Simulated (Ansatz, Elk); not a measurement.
# How far do independent atoms describe CsZn4As2P?

Structure refinements treat a crystal as free atoms side by side. For a made-up structure of CsZn4As2P (cell and positions from a PBE relaxation) the runs below show what the calculated density changes in F(hkl).

Calculated with Elk 11.2.3 (patched build); DFT, PBE, all-electron APW+lo, Dirac cores, scalar-relativistic bands, static density, no spin.

The structure was built from a prototype and need not be the compound's stable phase.

## (1) Set-up

Symmetry: P4/mmm, No. 123, tetragonal system. The conventional cell has a = 4.192 Å, b = 4.192 Å, c = 10.602 Å, α = 90.00°, β = 90.00°, γ = 90.00°. Nearest to Cs lie 8 As at 3.79 Å and 4 Cs at 4.19 Å. Nearest to As lie 4 Zn at 2.51 Å and 4 Cs at 3.79 Å. Zn has 2 As at 2.51 Å and 2 P at 2.61 Å nearest. Nearest to P lie 8 Zn at 2.61 Å. Farther neighbours are not listed.

## (2) Ground state and structure factors

An all-electron density is needed, since X-rays see the cores too. Task 0 finds the density and task 195 Fourier-transforms it; tshift is off so that phases refer to the origin typed.

elk.in

```
tasks
  0
  195

xctype
  20

spinpol
  .false.

rgkmax
  7.0

gmaxvr
  14.0

lmaxo
  7

lmaxapw
  8

swidth
  0.002

tshift
  .false.

ramdisk
  .false.

hmaxvr
  5.5

maxscl
  120

epspot
  1e-06

sppath
  './'

avec
  7.92204175057 -0.00000000000 -0.00000000000
  -0.00000000000 7.92204175057 0.00000000000
  -0.00000000000 0.00000000000 20.03469483634

atoms
  4
  'Cs.in'
  1
  -0.0000000000 -0.0000000000 0.5000000000   0.000000 0.000000 0.000000
  'As.in'
  2
  0.5000000000 0.5000000000 0.7234486700   0.000000 0.000000 0.000000
  0.5000000000 0.5000000000 0.2765513300   0.000000 0.000000 0.000000
  'Zn.in'
  4
  0.5000000000 0.0000000000 0.8540751327   0.000000 0.000000 0.000000
  -0.0000000000 0.5000000000 0.8540751327   0.000000 0.000000 0.000000
  0.5000000000 0.0000000000 0.1459248673   0.000000 0.000000 0.000000
  -0.0000000000 0.5000000000 0.1459248673   0.000000 0.000000 0.000000
  'P.in'
  1
  0.0000000000 0.0000000000 -0.0000000000   0.000000 0.000000 0.000000

ngridk
  5 5 2
```

The run is started by

```sh
$ OMP_NUM_THREADS=4 elk
```

Numbers of over 12 decimals in the logs are rounded to 6 here.

What it wrote:

```text
┌─────────────────────────┐
│ Elk code version 11.2.3 │
└─────────────────────────┘

All units are atomic (Hartree, Bohr, etc.)

┌─────────────────────────────────────────────────┐
│ Ground-state run starting from atomic densities │
└─────────────────────────────────────────────────┘

Lattice vectors :
   7.922041751      -0.000000000      -0.000000000
  -0.000000000       7.922041751       0.000000000
  -0.000000000       0.000000000       20.03469484

Reciprocal lattice vectors :
  0.7931270126       0.000000000       0.000000000
   0.000000000      0.7931270126       0.000000000
   0.000000000       0.000000000      0.3136152239

Unit cell volume      :    1257.352314
Brillouin zone volume :   0.1972798003

Muffin-tin inner radius fraction :   0.1000000000E-01

Nuclei treated as point charges

Species : 1 (Cs)
 parameters loaded from : Cs.in
 name : caesium
 nuclear charge    :   -55.00000000
 electronic charge :    55.00000000
 atomic mass :    242271.8146
 muffin-tin radius :    2.800000000
 number of radial points in muffin-tin :   1393
 inner part over the whole radius :   0.9975634425E-02
 number on inner part of muffin-tin    :    996
 approximate nuclear radius :   0.9115647269E-04
 number of mesh points to nuclear radius :    503
 atomic positions (lattice), magnetic fields (Cartesian) :
  1 :   0.00000000  0.00000000  0.50000000    0.00000000  0.00000000  0.00000000

Species : 2 (As)
 parameters loaded from : As.in
 name : arsenic
 nuclear charge    :   -33.00000000
 electronic charge :    33.00000000
 atomic mass :    136573.7220
 muffin-tin radius :    2.348746844
 number of radial points in muffin-tin :    993
 inner part over the whole radius :   0.9924673541E-02
 number on inner part of muffin-tin    :    702
 approximate nuclear radius :   0.7712558785E-04
 number of mesh points to nuclear radius :    342
 atomic positions (lattice), magnetic fields (Cartesian) :
  1 :   0.50000000  0.50000000 -0.27655133    0.00000000  0.00000000  0.00000000
  2 :   0.50000000  0.50000000  0.27655133    0.00000000  0.00000000  0.00000000

Species : 3 (Zn)
 parameters loaded from : Zn.in
 name : zinc
 nuclear charge    :   -30.00000000
 electronic charge :    30.00000000
 atomic mass :    119233.3130
 muffin-tin radius :    2.348746844
 number of radial points in muffin-tin :    993
 inner part over the whole radius :   0.9906589020E-02
 number on inner part of muffin-tin    :    701
 approximate nuclear radius :   0.7484757725E-04
 number of mesh points to nuclear radius :    338
 atomic positions (lattice), magnetic fields (Cartesian) :
  1 :   0.50000000  0.00000000 -0.14592487    0.00000000  0.00000000  0.00000000
  2 :   0.00000000  0.50000000 -0.14592487    0.00000000  0.00000000  0.00000000
  3 :   0.50000000  0.00000000  0.14592487    0.00000000  0.00000000  0.00000000
  4 :   0.00000000  0.50000000  0.14592487    0.00000000  0.00000000  0.00000000

Species : 4 (P)
 parameters loaded from : P.in
 name : phosphorus
 nuclear charge    :   -15.00000000
 electronic charge :    15.00000000
 atomic mass :    56461.71230
 muffin-tin radius :    2.200000000
 number of radial points in muffin-tin :    793
 inner part over the whole radius :   0.9987340520E-02
 number on inner part of muffin-tin    :    554
 approximate nuclear radius :   0.6081821256E-04
 number of mesh points to nuclear radius :    248
 atomic positions (lattice), magnetic fields (Cartesian) :
  1 :   0.00000000  0.00000000  0.00000000    0.00000000  0.00000000  0.00000000

Total number of atoms per unit cell :    8
Total muffin-tin volume :    462.2026154
 ratio of muffin-tin to unit cell volume :   0.3675999242

Spin treatment :
 spin-unpolarised

Number of Bravais lattice symmetries :   16
Number of crystal symmetries         :   16
Crystal has inversion symmetry
Real symmetric eigensolver will be used

k-point grid :      5     5     2
k-point offset :    0.000000000       0.000000000       0.000000000
k-point set is reduced with full crystal symmetry group
[...]
Estimated indirect band gap :   0.2324745402E-01
 from k-point 1 to k-point 1
Estimated direct band gap   :   0.2324745402E-01
 at k-point 1

Charges :
 core                        :    130.0000000
 valence                     :    126.0000000
 interstitial                :    11.85118832
 muffin-tins (core leakage)
  species : 1 (Cs)
[...]
species : 2 (As)
[...]
species : 3 (Zn)
[...]
species : 4 (P)
[...]
total in muffin-tins        :    244.1488117
 total calculated charge     :    255.9984876
 total charge                :    256.0000000
 error                       :   0.1512393427E-02

RMS change in Kohn-Sham potential (target) :   0.2366267959     (  0.1000000000E-05)
Absolute change in total energy (target)   :   0.3041596085     (  0.1000000000E-03)

[... loops 3 to 15 left out ...]

┌──────────────────┐
│ Loop number : 16 │
└──────────────────┘

Energies :
 Fermi                       :     0.182358
 sum of occupied eigenvalues :     -11698.694307876
 electron kinetic            :      20578.847291643
 core electron kinetic       :      19114.509674534
 Coulomb                     :     -39747.524449407
 Coulomb potential           :     -31404.894003865
 nuclear-nuclear             :     -2185.6617715271
 electron-nuclear            :     -43763.611025868
 Hartree                     :      6201.7483479880
 Madelung                    :     -24045.077447474
 xc potential                :     -872.64759565336
 exchange                    :     -657.80756124606
 correlation                 :     -12.606818116929
 electron entropic           :    -0.36757166619618E-03
 total energy                :     -19839.091904699

Density of states at Fermi energy :    27.38220893
 (states/Hartree/unit cell)

Estimated indirect band gap :   0.3171868836E-02
 from k-point 7 to k-point 1
Estimated direct band gap   :   0.4041957178E-02
 at k-point 1

Charges :
 core                        :    130.0000000
 valence                     :    126.0000000
 interstitial                :    11.71204815
 muffin-tins (core leakage)
  species : 1 (Cs)
[...]
species : 2 (As)
[...]
species : 3 (Zn)
[...]
species : 4 (P)
[...]
total in muffin-tins        :    244.2879519
 total calculated charge     :    255.9985004
 total charge                :    256.0000000
 error                       :   0.1499613602E-02

RMS change in Kohn-Sham potential (target) :   0.2598915898E-06 (  0.1000000000E-05)
Absolute change in total energy (target)   :   0.4103931497E-04 (  0.1000000000E-03)

Convergence targets achieved

┌──────────────────┐
│ Loop number : 17 │
└──────────────────┘

Energies :
 Fermi                       :     0.182358
 sum of occupied eigenvalues :     -11698.694266191
 electron kinetic            :      20578.847322583
 core electron kinetic       :      19114.509695646
 Coulomb                     :     -39747.524443845
 Coulomb potential           :     -31404.893999751
 nuclear-nuclear             :     -2185.6617715271
 electron-nuclear            :     -43763.611016345
 Hartree                     :      6201.7483440273
 Madelung                    :     -24045.077443969
 xc potential                :     -872.64758902286
 exchange                    :     -657.80756085345
 correlation                 :     -12.606818126278
 electron entropic           :    -0.36757167605390E-03
 total energy                :     -19839.091867813

Density of states at Fermi energy :    27.38221349
 (states/Hartree/unit cell)

Estimated indirect band gap :   0.3171865600E-02
 from k-point 7 to k-point 1
Estimated direct band gap   :   0.4041954217E-02
 at k-point 1

Charges :
 core                        :    130.0000000
 valence                     :    126.0000000
 interstitial                :    11.71204771
 muffin-tins (core leakage)
  species : 1 (Cs)
[...]
species : 2 (As)
[...]
species : 3 (Zn)
[...]
atom 3                    :    28.78802584     (  0.1095905898E-03)
   atom 4                    :    28.78802584     (  0.1095905898E-03)
  species : 4 (P)
   atom 1                    :    13.32075202     (  0.3087711512E-03)
 total in muffin-tins        :    244.2879523
 total calculated charge     :    255.9985004
 total charge                :    256.0000000
 error                       :   0.1499613723E-02

┌──────────────────────────────┐
│ Self-consistent loop stopped │
└──────────────────────────────┘

Warning : core states of species 2 leak from the muffin-tin :   0.1951920196E-03

Warning : core states of species 3 leak from the muffin-tin :   0.1095905898E-03

Warning : core states of species 4 leak from the muffin-tin :   0.3087711512E-03

Wrote STATE.OUT
```

It took 76 s on 4 threads of AMD EPYC 7R32 (Zen 2), shared host; peak memory 0.39 GiB.

SFACRHO.OUT:

```text

h k l indices transformed by vhmat matrix:
   1.000000000       0.000000000       0.000000000    
   0.000000000       1.000000000       0.000000000    
   0.000000000       0.000000000       1.000000000    

      h      k      l  multipl.   |H|            Re(F)            Im(F)           |F|

      0      0      0      1   0.0000000       256.00000      0.24723287E-15   256.00000    
      0      0     -1      2  0.31361522       21.722254     -0.34798136E-13   21.722254    
      0      0     -2      2  0.62723045      -23.217228      0.52486649E-13   23.217228    
      1      0      0      4  0.79312701       2.3205236      0.13305561E-13   2.3205236    
      1      0     -1      8  0.85288039      -26.463981     -0.26092277E-13   26.463981    
      0      0      3      2  0.94084567      -105.64902      0.10136518E-12   105.64902    
      1      0     -2      8   1.0111718       112.57844      0.52460488E-13   112.57844    
      1     -1      0      4   1.1216510       11.278570     -0.79332457E-14   11.278570    
      1      1     -1      8   1.1646697      -104.61026     -0.17377868E-13   104.61026    
     -1      0      3      8   1.2305450      -59.884130      0.83925673E-13   59.884130    
      0      0      4      2   1.2544609       12.324622     -0.10040078E-12   12.324622    
     -1     -1      2      8   1.2851144       30.241761     -0.34925718E-13   30.241761    
     -1     -1     -3      8   1.4639985       78.172533     -0.78411199E-13   78.172533    
      1      0     -4      8   1.4841572       12.508742      0.87371151E-13   12.508742    
      0      0     -5      2   1.5680761      -80.307022     -0.26039964E-13   80.307022    
      0      2      0      4   1.5862540       191.10855     -0.23245086E-13   191.10855    
     -2      0      1      8   1.6169590       14.907167      0.21785005E-13   14.907167    
      1     -1     -4      8   1.6827873       164.47234      0.74263693E-13   164.47234
```

Elk indexes on the primitive cell of elk.in and gives |H| = 4π sin θ/λ in inverse bohr. Below, one row stands for each form hkl of the conventional cell (m members, Friedel mates merged), F is for one primitive cell and the density is static (no thermal factor). Free-atom factors are Waasmaier and Kirfel's, and R is Σm||F|−|F'||/Σm|F|.

```csv
hkl,m,sin θ/λ (Å⁻¹),"abs F, DFT",neutral atoms,diff.
001,2,0.047,21.722,21.794,-0.071
002,2,0.094,23.217,23.038,+0.179
100,4,0.119,2.321,2.598,-0.277
101,8,0.128,26.464,26.771,-0.307
003,2,0.141,105.649,106.229,-0.580
102,8,0.152,112.578,112.034,+0.544
110,4,0.169,11.279,10.424,+0.855
111,8,0.175,104.610,104.966,-0.356
103,8,0.185,59.884,59.955,-0.071
004,2,0.189,12.325,11.736,+0.589
112,8,0.193,30.242,30.267,-0.025
113,8,0.220,78.172,78.859,-0.686
104,8,0.223,12.509,12.380,+0.128
005,2,0.236,80.307,80.600,-0.293
```

## (3) The highest occupied states alone

An energy window below the Fermi level keeps the highest occupied states, to see at which angles they scatter; shallow core shells can lie inside it and anion s states outside. No new self-consistency is needed.

elk.in: that of step 2 with these lines changed.

```diff
@@ -1,3 +1,2 @@
 tasks
-  0
   195
@@ -40,2 +39,5 @@
 
+wsfac
+  -0.258630 0.482360
+
 sppath
```

The run is started by

```sh
$ OMP_NUM_THREADS=4 elk
```

What it wrote:

```text
┌─────────────────────────────────┐
│ Elk code version 11.2.3 started │
└─────────────────────────────────┘

Info(readinput): the functional depends on the density's gradient
 muffin-tin radial points multiplied by    2.00000
 (not where nrmtscf is given)

┌────────────────────┐
│ Current task : 195 │
└────────────────────┘
Info(checkmt): changed muffin-tin radius of species 2 (As) from   2.4000 to   2.3487
Info(checkmt): changed muffin-tin radius of species 3 (Zn) from   2.4000 to   2.3487

Info(sfacrho): density structure factors written to SFACRHO.OUT

 Energy window :  -0.2586300000      0.4823600000

┌──────────────────┐
│ Elk code stopped │
└──────────────────┘
```

Run time: 31 s. Hardware: 4 threads; peak memory 0.28 GiB.

States within 12 eV below the Fermi level hold 69.96 electrons; any levels below the window count with the cores. Their amplitudes can exceed the total, where window and core parts have opposite phase:

```csv
hkl,sin θ/λ (Å⁻¹),"abs F, window","abs F, all"
001,0.047,25.032,21.722
002,0.094,9.605,23.217
100,0.119,0.719,2.321
101,0.128,0.477,26.464
003,0.141,31.855,105.649
102,0.152,8.312,112.578
110,0.169,26.498,11.279
111,0.175,20.527,104.610
103,0.185,1.253,59.884
004,0.189,22.602,12.325
```

## (4) Another functional

The difference from free atoms is small, so it is set against the change that LDA (Perdew-Wang) makes.

elk.in: that of step 3 with these lines changed.

```diff
@@ -1,2 +1,3 @@
 tasks
+  0
   195
@@ -4,3 +5,3 @@
 xctype
-  20
+  3
 
@@ -39,5 +40,2 @@
 
-wsfac
-  -0.258630 0.482360
-
 sppath
```

The run is started by

```sh
$ OMP_NUM_THREADS=4 elk
```

What it wrote:

```text
┌─────────────────────────┐
│ Elk code version 11.2.3 │
└─────────────────────────┘

All units are atomic (Hartree, Bohr, etc.)

┌─────────────────────────────────────────────────┐
│ Ground-state run starting from atomic densities │
└─────────────────────────────────────────────────┘

Lattice vectors :
   7.922041751      -0.000000000      -0.000000000
  -0.000000000       7.922041751       0.000000000
  -0.000000000       0.000000000       20.03469484

Reciprocal lattice vectors :
  0.7931270126       0.000000000       0.000000000
[...]
species : 4 (P)
   atom 1                    :    13.30577741     (  0.3071221137E-03)
 total in muffin-tins        :    244.3294489
 total calculated charge     :    255.9984882
 total charge                :    256.0000000
 error                       :   0.1511821847E-02

┌──────────────────────────────┐
│ Self-consistent loop stopped │
└──────────────────────────────┘

Warning : core states of species 2 leak from the muffin-tin :   0.1943341674E-03

Warning : core states of species 3 leak from the muffin-tin :   0.1112647729E-03

Warning : core states of species 4 leak from the muffin-tin :   0.3071221137E-03

Wrote STATE.OUT
[key lines of the parts left out:]
total energy                :     -19815.155542118
```

Run time: 46 s. Hardware: 4 threads; peak memory 0.3 GiB.

Against the first run R = 0.06 %; the largest change is -0.097 at 400.

## (5) Basis size

The basis and the expansions that go with it are enlarged, to see whether the differences are converged.

elk.in: that of step 4 with these lines changed.

```diff
@@ -5,3 +5,3 @@
 xctype
-  3
+  20
 
@@ -11,12 +11,12 @@
 rgkmax
-  7.0
+  8.5
 
 gmaxvr
-  14.0
+  18.0
 
 lmaxo
-  7
+  9
 
 lmaxapw
-  8
+  10
```

The run is started by

```sh
$ OMP_NUM_THREADS=4 elk
```

What it wrote:

```text
┌─────────────────────────┐
│ Elk code version 11.2.3 │
└─────────────────────────┘

All units are atomic (Hartree, Bohr, etc.)

┌─────────────────────────────────────────────────┐
│ Ground-state run starting from atomic densities │
└─────────────────────────────────────────────────┘

Lattice vectors :
   7.922041751      -0.000000000      -0.000000000
  -0.000000000       7.922041751       0.000000000
  -0.000000000       0.000000000       20.03469484

Reciprocal lattice vectors :
  0.7931270126       0.000000000       0.000000000
[...]
species : 4 (P)
   atom 1                    :    13.32520239     (  0.3090590536E-03)
 total in muffin-tins        :    244.3312359
 total calculated charge     :    255.9987662
 total charge                :    256.0000000
 error                       :   0.1233793028E-02

┌──────────────────────────────┐
│ Self-consistent loop stopped │
└──────────────────────────────┘

Warning : core states of species 2 leak from the muffin-tin :   0.1950432143E-03

Warning : core states of species 3 leak from the muffin-tin :   0.1095663338E-03

Warning : core states of species 4 leak from the muffin-tin :   0.3090590536E-03

Wrote STATE.OUT
[key lines of the parts left out:]
total energy                :     -19839.130995356
```

The job ended after 3.1 min (4 threads; peak memory 0.76 GiB).

Against the first run R = 0.01 %; the largest change is -0.017 at 207.

## (6) Settings against the effect

```csv
run,R against the first run (%),"R against neutral atoms, low angle (%)",wall time
"PBE, rgkmax 7",0.00,0.66,76 s
LDA (Perdew-Wang),0.06,0.66,46 s
rgkmax 8.5 with larger expansions,0.01,0.66,3.1 min
```

## (7) Summary of results

```json
{"R against neutral atoms, sin θ/λ < 0.3 Å⁻¹": "0.66 %", "R against neutral atoms, 0.3 to 0.61 Å⁻¹": "0.17 %"}
```

What this shows: Independent neutral atoms miss the calculated amplitudes by R = 0.66 % below 0.3 Å⁻¹ and 0.17 % from there to 0.61 Å⁻¹; by shells, 1.00 % below 0.15 Å⁻¹ (5 forms), 0.64 % 0.15 to 0.3 (20 forms), 0.26 % 0.3 to 0.45 (42 forms), 0.13 % above 0.45 (82 forms). Bonding, aspherical density and the tables' own atoms all enter these figures, and the runs don't part them. The largest change of an amplitude is -0.99 electrons, at 200. Weak lines can change much in proportion: 210 goes from 1.14 to 1.36. The window's part falls from 70.0 electrons at the origin to at most 11.34 between 0.45 and 0.61 Å⁻¹, where compact states inside the window still scatter. The window holds more than the 64 outer electrons of the free atoms, so shallow core shells lie inside it. Below 0.3 Å⁻¹ the changes that finished (LDA (Perdew-Wang) and rgkmax 8.5 with larger expansions) move F by R = 0.02 % at most, against the 0.66 % that separates it from free atoms. The k-mesh has no finished test. Part of the difference isn't bonding: the tables are fits to free atoms and ions calculated by other methods than this functional. Thermal motion, anomalous dispersion and extinction are left out.

[Logs are printed without paths, hosts, clocks, repeated set-up lines and the standing remarks that a program may print on its own settings, such as how far it seeks lower states.]

[Hosts, paths, dates, database ids (printed as entryN), source tags and the programs' standing remarks are cut or masked in the printed files.]
